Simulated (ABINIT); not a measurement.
# Calculated records

```json
{"subject": "BaAlGeH (P3m1): one start, several treatments of the self-energy", "lattice_ang": [[4.3448, -0.0, 0.0], [-2.1724, 3.7627, 0.0], [0.0, 0.0, 5.2161]], "atoms": [["Ba", 0.0, 0.0, 0.0], ["Al", 0.6667, 0.3333, 0.5395], ["Ge", 0.3333, 0.6667, 0.4551], ["H", 0.6667, 0.3333, 0.8703]], "method": "RPA screening on PBEsol, plane waves, norm-conserving pseudopotentials (and 5 further levels or steps)", "program": "ABINIT 10.8.3", "settings": "cutoff 35 Ha, PseudoDojo scalar-relativistic 0.4.1 standard, norm-conserving, ngkpt (3, 3, 2), nband 78, ecuteps 4.5 Ha, gwcalctyp 1, nfreqim 16, inclvkb 2, shiftk (0, 0, 0), symchi 1, awtr 1, frequency ac, 3×3×2 k-mesh", "cost": "13 runs, 2.7 min in all on 4 MPI ranks of Arm Neoverse V1, shared host", "notes": "The program’s warnings: nkpt*nsppol () is not a multiple of nproc spkpt (). The cell and positions come from the Crystallography Open Database and are kept as given unless a step says otherwise. Limits: mesh may overstate the screening; no spin-orbit coupling. Static COHSEX lies above G0W0: it lacks the factor Z and overstates the Coulomb hole of the filled states. The 3×3×2 mesh is coarse for this cell, which bears on the long-range parts of exchange and screening. The norm-conserving file of at least one element keeps a d shell over frozen s and p shells of the same row. Exchange with those shells is missing from the self-energy, an error of 0.3 to 0.9 eV in cases checked, whose sign depends on which edge lies on those atoms. For the PBEsol start: The RPA ε∞ on this mesh reaches over 25; with a narrow direct gap a coarse mesh can overstate it, and the correction is then too small.", "results": {"g0w0_godby_needs_plasmon_pole": "1.593 eV", "g0w0_hybertsen_louie_plasmon_pole": "1.524 eV", "g0w0_von_der_linden_horsch_plasmon_pole": "1.602 eV", "g0w0_engel_farid_plasmon_pole": "1.574 eV", "one_shot_sex": "1.420 eV", "one_shot_cohsex": "1.788 eV", "one_shot_hartree_fock": "6.468 eV", "g0w0_contour_deformation": "1.576 eV", "g0w0_analytic_continuation": "1.338 eV", "known_limits": "short of the basis limit; exchange with frozen shells missing; mesh may overstate the screening; no spin-orbit coupling; coarse k mesh"}}
```

[Long decimals in the printed logs are rounded to 6 places.]

[Logs are printed without paths, hosts, clocks, repeated set-up lines and the standing remarks that a program may print on its own settings, such as how far it seeks lower states.]

[Paths, hosts, dates, memory and timing lines, banners, echoed tables and standing remarks are left out of the program output; an Ansatz launch command may be rebuilt from the run's recorded settings. Measured values are a selection of at most five: reports struck by readers or far from the other reports are left out. None is set beside runs whose start may be inverted or whose files or cutoffs have a known fault.]

[Runs of the session that timed out or met a known fault of the program may be left out.]

[Hosts, paths, dates, database ids (printed as entryN), source tags and the programs' standing remarks are cut or masked in the printed files.]

[G0W0 gaps are taken among the corrected bands and points alone; a level outside them can change the order at an edge.]

[Where Ansatz stands beside ABINIT at settings called matched, ABINIT's density can come from a denser mesh and the files from another edition; pairs whose starting gaps differed by over 0.03 eV were left out, so agreement reads better than it is.]
